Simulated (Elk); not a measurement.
# AlNi3: which magnetic order is lowest, part 2 of 2

Does AlNi3 prefer parallel or opposed moments, or none?

Elk 11.2.3 (patched build); PBE; all-electron APW+lo, Dirac cores, scalar-relativistic bands.

So far. Step 2 (Start 1: ferro +++): After 21 cycles the largest moment stands at 0.179 μB.

## (3) Start 2: antiferro q=(1/2,1/2,1/2) +-+-+-

Another pattern of signs weighs the neighbour shells otherwise.

This order needs a doubled cell of 8 atoms. Its mesh is chosen so that both cells sample the same points.

Contents of elk.in:

```
tasks
  0

xctype
  20

reducebf
  0.5

epsengy
  1e-05

maxscl
  100

rgkmax
  7.0

nempty
  8

swidth
  0.003

lmaxi
  3

spinpol
  .true.

sppath
  './'

avec
  13.31521711106 0.00000000000 0.00000000000
  6.65760855553 6.65760855553 0.00000000000
  6.65760855553 0.00000000000 6.65760855553

atoms
  2
  'Al.in'
  2
  0.0000000000 0.0000000000 0.0000000000   0.000000 0.000000 0.000000
  0.5000000000 0.0000000000 0.0000000000   0.000000 0.000000 0.000000
  'Ni.in'
  6
  0.5000000000 0.5000000000 0.5000000000   0.000000 0.000000 -0.030000
  0.0000000000 0.5000000000 0.5000000000   0.000000 0.000000 0.030000
  0.0000000000 0.0000000000 0.5000000000   0.000000 0.000000 -0.030000
  0.5000000000 0.0000000000 0.5000000000   0.000000 0.000000 0.030000
  0.0000000000 0.5000000000 0.0000000000   0.000000 0.000000 -0.030000
  0.5000000000 0.5000000000 0.0000000000   0.000000 0.000000 0.030000

ngridk
  4 8 8
```

On the command line:

```sh
OMP_NUM_THREADS=4 elk
```

Numbers of over 12 decimals in the logs are rounded to 6 here.

What it wrote:

```text
Warning(init1): few empty states an atom for a second variation :    8.000000000
 they are its basis, with spin, DFT+U, afieldc (12 by default), in Hartree-Fock and RDMFT; 30 and more for pressures
Info(gndstate): no moment of its own; a second start begins; STATE.OUT holds the state before
Info(gndstate): the second start gave no lower state; one of another order, or behind a
 stronger field, isn't excluded
Warning(gndstate): core states of species 1 leak from the muffin-tin :   0.4846112885E-03
Warning(gndstate): core states of species 2 leak from the muffin-tin :   0.4139883364E-03

--- INFO.OUT ---
┌─────────────────────────┐
│ Elk code version 11.2.3 │
└─────────────────────────┘

All units are atomic (Hartree, Bohr, etc.)

┌─────────────────────────────────────────────────┐
│ Ground-state run starting from atomic densities │
└─────────────────────────────────────────────────┘

Lattice vectors :
   13.31521711       0.000000000       0.000000000
   6.657608556       6.657608556       0.000000000
   6.657608556       0.000000000       6.657608556

Species : 1 (Al)
 parameters loaded from : Al.in
 name : aluminium
 nuclear charge    :   -13.00000000
 electronic charge :    13.00000000
 atomic mass :    49184.33496
 muffin-tin radius :    2.200000000
 number of radial points in muffin-tin :    793
 inner part over the whole radius :   0.9821194981E-02
 number on inner part of muffin-tin    :    552
 approximate nuclear radius :   0.5839653600E-04
 number of mesh points to nuclear radius :    244
 atomic positions (lattice), magnetic fields (Cartesian) :
  1 :   0.00000000  0.00000000  0.00000000    0.00000000  0.00000000  0.00000000
  2 :   0.50000000  0.00000000  0.00000000    0.00000000  0.00000000  0.00000000

Species : 2 (Ni)
 parameters loaded from : Ni.in
 name : nickel
 nuclear charge    :   -28.00000000
 electronic charge :    28.00000000
 atomic mass :    106991.5231
 muffin-tin radius :    2.328820078
 number of radial points in muffin-tin :    993
 inner part over the whole radius :   0.9875947638E-02
 number on inner part of muffin-tin    :    700
 approximate nuclear radius :   0.7325707712E-04
 number of mesh points to nuclear radius :    335
 atomic positions (lattice), magnetic fields (Cartesian) :
  1 :   0.50000000  0.50000000  0.50000000    0.00000000  0.00000000 -0.03000000
  2 :   0.00000000  0.50000000  0.50000000    0.00000000  0.00000000  0.03000000
  3 :   0.00000000  0.00000000  0.50000000    0.00000000  0.00000000 -0.03000000
  4 :   0.50000000  0.00000000  0.50000000    0.00000000  0.00000000  0.03000000
  5 :   0.00000000  0.50000000  0.00000000    0.00000000  0.00000000 -0.03000000
  6 :   0.50000000  0.50000000  0.00000000    0.00000000  0.00000000  0.03000000

Total number of atoms per unit cell :    8
Total muffin-tin volume :    406.6342575
 ratio of muffin-tin to unit cell volume :   0.6889999626

Spin treatment :
 spin-polarised
 global magnetic field (Cartesian) :    0.000000000       0.000000000       0.000000000
 collinear magnetisation in z-direction

Number of Bravais lattice symmetries :   48
Number of crystal symmetries         :   24
Crystal has inversion symmetry
Real symmetric eigensolver will be used

k-point grid :      4     8     8
k-point offset :    0.000000000       0.000000000       0.000000000
k-point set is reduced with full crystal symmetry group
Total number of k-points :       35

Muffin-tin radius times maximum |G+k| :    7.000000000
 using average radius
Maximum |G+k| for APW functions       :    3.047963991
Maximum (1/2)|G+k|²                   :    4.645042246
Maximum |G| for potential and density :    12.00000000
Constant for pseudocharge density :    7
 order of it for each species :   14  14
 order of it for pair densities of each species (exact exchange by exxq0 0: 14) :    9  10
Radial integration step length :    1

G-vector grid sizes :     54    36    36
Number of G-vectors :    17153

Maximum angular momentum used for
 APW functions            :    8
 outer part of muffin-tin :    6
 inner part of muffin-tin :    3

Number of empty states         :     64
Total number of valence states :    244
Total number of core states    :     80

Third-order local-orbitals added for an l without core states : T
Total number of local-orbitals :    152

Exchange-correlation functional :     20     0     0
 Perdew-Burke-Ernzerhof, Phys. Rev. Lett. 77, 3865 (1996)
 gradient requirement :    1
 generalised gradient approximation (GGA)

Smearing type :    3
 Fermi-Dirac
Smearing width :   0.3000000000E-02
Effective electronic temperature (K) :    947.3250744

Mixing type :    3
 Broyden mixing, J. Phys. A: Math. Gen. 17, L317 (1984)

Kohn-Sham potential initialised from atomic data

┌──────────────────────────────┐
│ Self-consistent loop started │
└──────────────────────────────┘

┌─────────────────┐
│ Loop number : 1 │
└─────────────────┘

Energies :
 Fermi                       :     0.213383
 sum of occupied eigenvalues :     -5514.7372757696
 electron kinetic            :      9755.7635321520
 core electron kinetic       :      8681.1066762713
 Coulomb                     :     -18948.264711249
 Coulomb potential           :     -14707.291896028
 nuclear-nuclear             :     -1677.0639420167
 electron-nuclear            :     -19898.211940344
 Hartree                     :      2627.0111711112
 Madelung                    :     -11594.618763235
 xc potential                :     -562.82177746049
 xc effective B-field        :    -0.149026
 external B-field            :      0.000000
 exchange                    :     -409.99103859051
 correlation                 :     -9.102816
 electron entropic           :    -0.85452720002193E-02
 total energy                :     -9611.6035788582
 (external B-field energy excluded from total)

Density of states at Fermi energy :    295.5271335
 (states/Hartree/unit cell)

Estimated indirect band gap :   0.3920788472E-03
 from k-point 15 to k-point 6
Estimated direct band gap   :   0.5066186772E-03
 at k-point 15

Charges :
 core                        :    80.00000000
 valence                     :    114.0000000
 interstitial                :    7.240224448
 muffin-tins (core leakage)
  species : 1 (Al)
   atom 1                    :    11.36959836     (  0.5161991732E-03)
   atom 2                    :    11.36959836     (  0.5161991732E-03)
  species : 2 (Ni)
   atom 1                    :    27.33676314     (  0.4140243279E-03)
   atom 2                    :    27.33676314     (  0.4140243279E-03)
   atom 3                    :    27.33676314     (  0.4140243279E-03)
   atom 4                    :    27.33676314     (  0.4140243279E-03)
   atom 5                    :    27.33676314     (  0.4140243279E-03)
   atom 6                    :    27.33676314     (  0.4140243279E-03)
 total in muffin-tins        :    186.7597756
 total calculated charge     :    193.9946959
 total charge                :    194.0000000
 error                       :   0.5304100647E-02

Moments :
 interstitial                :  -0.1118326751E-17
 muffin-tins
  species : 1 (Al)
   atom 1                    :  -0.1460530472E-02
   atom 2                    :   0.1460530472E-02
  species : 2 (Ni)
   atom 1                    :    1.007494520
   atom 2                    :   -1.007494520
   atom 3                    :    1.007494520
   atom 4                    :   -1.007494520
   atom 5                    :    1.007494520
   atom 6                    :   -1.007494520
 total in muffin-tins        :   0.2220446049E-15
 total moment                :   0.2209262782E-15

[... earlier loops left out ...]

┌──────────────────┐
│ Loop number : 38 │
└──────────────────┘

Energies :
 Fermi                       :     0.308094
 sum of occupied eigenvalues :     -5492.8825268763
 electron kinetic            :      9757.6532646909
 core electron kinetic       :      8681.2563672661
 Coulomb                     :     -18949.222659866
 Coulomb potential           :     -14706.289288332
 nuclear-nuclear             :     -1677.0639420167
 electron-nuclear            :     -19901.310046951
 Hartree                     :      2629.1513291023
 Madelung                    :     -11596.078015700
 xc potential                :     -544.24650323525
 xc effective B-field        :    -0.21845300547698E-09
 external B-field            :      0.000000
 exchange                    :     -410.06107609767
 correlation                 :     -9.106149
 electron entropic           :    -0.74327595965428E-02
 total energy                :     -9610.7440533016
 (external B-field energy excluded from total)

Density of states at Fermi energy :    260.7244909
 (states/Hartree/unit cell)

Estimated indirect band gap :   0.1362154652E-02
 from k-point 26 to k-point 2
Estimated direct band gap   :   0.1364145315E-02
 at k-point 26

Charges :
 core                        :    80.00000000
 valence                     :    114.0000000
 interstitial                :    7.122287608
 muffin-tins (core leakage)
  species : 1 (Al)
   atom 1                    :    11.41329912     (  0.4846112885E-03)
   atom 2                    :    11.41329912     (  0.4846112885E-03)
  species : 2 (Ni)
   atom 1                    :    27.34185236     (  0.4139883364E-03)
   atom 2                    :    27.34185236     (  0.4139883364E-03)
   atom 3                    :    27.34185236     (  0.4139883364E-03)
   atom 4                    :    27.34185236     (  0.4139883364E-03)
   atom 5                    :    27.34185236     (  0.4139883364E-03)
   atom 6                    :    27.34185236     (  0.4139883364E-03)
 total in muffin-tins        :    186.8777124
 total calculated charge     :    193.9947596
 total charge                :    194.0000000
 error                       :   0.5240411703E-02

Moments :
 interstitial                :   0.8186332650E-22
 muffin-tins
  species : 1 (Al)
   atom 1                    :  -0.1326041999E-05
   atom 2                    :   0.1326041999E-05
  species : 2 (Ni)
   atom 1                    :  -0.2385692512E-04
   atom 2                    :   0.2385692512E-04
   atom 3                    :  -0.2385692512E-04
   atom 4                    :   0.2385692512E-04
   atom 5                    :  -0.2385692512E-04
   atom 6                    :   0.2385692512E-04
 total in muffin-tins        :    0.000000000
 total moment                :   0.8186332650E-22

┌──────────────────────────────┐
│ Self-consistent loop stopped │
└──────────────────────────────┘

Warning : core states of species 1 leak from the muffin-tin :   0.4846112885E-03

Warning : core states of species 2 leak from the muffin-tin :   0.4139883364E-03

Wrote STATE.OUT
```

Wall time 16 min (4 threads of Arm Neoverse V2, shared host); peak memory 0.69 GiB; 64 min of CPU time.

The moments died away, and this build then starts once more from a stronger push, within the same count of loops. That gave no lower state.

The spin moment in the muffin-tin sphere vanishes on all atoms.

Numbers from this step:

```
final state : non-magnetic
```

It lies 0.616 meV a seeded atom over the first start.

## (4) Start 3: no spin polarisation

A run without seeds gives the energy of the state without moments.

Contents of elk.in:

```
tasks
  0

xctype
  20

epsengy
  1e-05

maxscl
  100

rgkmax
  7.0

nempty
  8

swidth
  0.003

lmaxi
  3

sppath
  './'

avec
  6.65760855553 0.00000000000 0.00000000000
  0.00000000000 6.65760855553 0.00000000000
  0.00000000000 0.00000000000 6.65760855553

atoms
  2
  'Al.in'
  1
  0.0000000000 0.0000000000 0.0000000000   0.000000 0.000000 0.000000
  'Ni.in'
  3
  0.0000000000 0.5000000000 0.5000000000   0.000000 0.000000 0.000000
  0.5000000000 0.0000000000 0.5000000000   0.000000 0.000000 0.000000
  0.5000000000 0.5000000000 0.0000000000   0.000000 0.000000 0.000000

ngridk
  8 8 8
```

On the command line:

```sh
OMP_NUM_THREADS=4 elk
```

What it wrote:

```text
Warning(gndstate): core states of species 1 leak from the muffin-tin :   0.4846117895E-03
Warning(gndstate): core states of species 2 leak from the muffin-tin :   0.4139857836E-03

--- INFO.OUT ---
┌─────────────────────────┐
│ Elk code version 11.2.3 │
└─────────────────────────┘

All units are atomic (Hartree, Bohr, etc.)

┌─────────────────────────────────────────────────┐
│ Ground-state run starting from atomic densities │
└─────────────────────────────────────────────────┘

Lattice vectors :
[...]
atom 2                    :    27.34187064     (  0.4139857836E-03)
   atom 3                    :    27.34187064     (  0.4139857836E-03)
 total in muffin-tins        :    93.43889880
 total calculated charge     :    96.99748380
 total charge                :    97.00000000
 error                       :   0.2516200911E-02

┌──────────────────────────────┐
│ Self-consistent loop stopped │
└──────────────────────────────┘

Warning : core states of species 1 leak from the muffin-tin :   0.4846117895E-03

Warning : core states of species 2 leak from the muffin-tin :   0.4139857836E-03

Wrote STATE.OUT

[key lines of the parts left out:]
total energy                :     -4805.3720313991
```

The job ended after 11 s (4 threads; peak memory 0.14 GiB).

Read from the output:

* density of states at the Fermi level: 4.791 states/eV/cell
* final state: non-magnetic (no spin polarisation)

It lies 0.573 meV a seeded atom over the first start.

## (5) Ranking

These are free energies at a smearing of 0.0816 eV, so its entropy term is in the differences. They are divided by the number of seeded atoms, so that cells of unlike size compare. Wavevectors q in the names are fractions of the reciprocal vectors of the first run's cell.

Orders:

```
                           start    final state  typed order kept  energy over the lowest (meV a seeded atom)  largest sphere moment (μB)  net moment (μB a primitive cell)  DOS at the Fermi level (states/eV a primitive cell)  mesh matched  CPU time (s)
                       ferro +++  ferromagnetic               yes                                           0                      0.1791                            0.4973                                                4.026           yes         416.7
antiferro q=(1/2,1/2,1/2) +-+-+-   non-magnetic                no                                      0.6158                           0                                 0                                                4.791           yes          3826
            no spin polarisation   non-magnetic                 -                                      0.5727                           0                                 0                                                4.791           yes         41.22
```

## (6) Outcome

```yaml
lowest_state_found: ferromagnetic (typed ferro +++)
largest_site_moment: 0.179 μB
next_state: non-magnetic, 0.573 meV a seeded atom higher
energy_gained_by_spin_polarisation: 0.573 meV a seeded atom
```

**Reading.** The lowest state found is ferromagnetic, reached from the start ferro +++, with moments up to 0.179 μB. The two lowest states lie so close that the mesh, the functional or spin–orbit coupling could swap them. Spin polarisation gains little. 1 start left the typed pattern (a sign turned or a seeded moment died), so such an energy belongs to the state reached, not the one typed. Only 3 starts are shown; other collinear patterns, canted and longer-period orders are not.

[Logs and program files are shortened in this print: banners, set-up blocks, solver, clock and traceback lines can be left out without a mark of their own.]

[Logs are printed without paths, hosts, clocks, repeated set-up lines and the standing remarks that a program may print on its own settings, such as how far it seeks lower states.]

[Hosts, paths, dates, database ids (printed as entryN), source tags and the programs' standing remarks are cut or masked in the printed files.]

[Where a cell is said to come from a database of computed structures, the database is the Materials Project.]
